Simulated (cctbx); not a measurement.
# Lattice, Laue class and space group of a new crystal

Cell: a = 8.8370 Å, b = 9.0420 Å, c = 6.3410 Å, α = 90.00°, β = 91.77°, γ = 90.00°. Expected content of the cell: Rh4 Cu4 Ca8 Mg4 O24.

Simulated single-crystal data (cctbx): Ga Kα, λ = 1.3414 Å, to d = 0.83 Å, 80 % of the full sphere, strongest reflection 40000 counts, noise from counting, a 4 % proportional error and a noise floor of 15 counts (s.d.); no absorption, some extinction.

A first pass over the reflections prints:

```text
3024 reflections to d = 0.830 A
centring   violations  <I/sigma> of those
    A        602 of  1513      6.8
    B        602 of  1495      6.9
    C          0 of  1514     -0.0
    I        639 of  1505      8.3
    R        892 of  2012      8.6
    F        602 of  2261      4.5
Laue class    unique    Rint  (classes that these axes allow; Friedel mates merged)
C 1 2/m 1         499   0.029
space group    extra absences  I>4sigma  <I/sigma>
C 1 2 1                 0          0         -  acentric
C 1 m 1                 0          0         -  acentric
C 1 c 1                55          0      -0.2  acentric
C 1 n 1                55          0      -0.2  acentric
C 1 2/m 1               0          0         -  centric
C 1 2/c 1              55          0      -0.2  centric
C 1 2/n 1              55          0      -0.2  centric
Wilson B = 0.30 A^2   <|E^2-1|> = 0.860 (0.968 centric, 0.736 acentric)   E^2>4: 3.3 %
shell (A)         n   <I/sigma>
 6.34 - 1.65     70     29.8
 1.65 - 1.31     58     28.1
 1.31 - 1.15     70     28.8
 1.15 - 1.05     54     24.3
 1.05 - 0.97     65     27.7
 0.97 - 0.91     51     25.1
 0.91 - 0.87     70     24.3
 0.87 - 0.83     61     27.1
```

**Question.** What are the lattice type, the Laue class and the likely space group?

The reflections that C centring forbids are absent (⟨I/σ⟩ near 0), so the lattice is C.

Only C 1 2/m 1 fits these axes (Rint 0.029); a search for a hidden higher lattice was not made.

7 settings pass the absence test. The most absences obeyed, 55, belong to C 1 c 1, C 1 n 1, C 1 2/c 1 and C 1 2/n 1, which absences can't tell apart.

⟨|E²−1|⟩ = 0.860 lies between the two ideal values. The Wilson B of 0.30 Å² means U ≈ 0.0038 Å².

The true group is C2/c (no. 15), Laue class 2/m, centrosymmetric. The tables only narrow the choice to the tied entries; cell content, site symmetry and trial solutions must settle it.

The model was made for the exercise: a known structure type with other elements put in, its volume estimated, not relaxed; displacement parameters are assumed.

[Logs are printed without paths, hosts, clocks, repeated set-up lines and the standing remarks that a program may print on its own settings, such as how far it seeks lower states.]
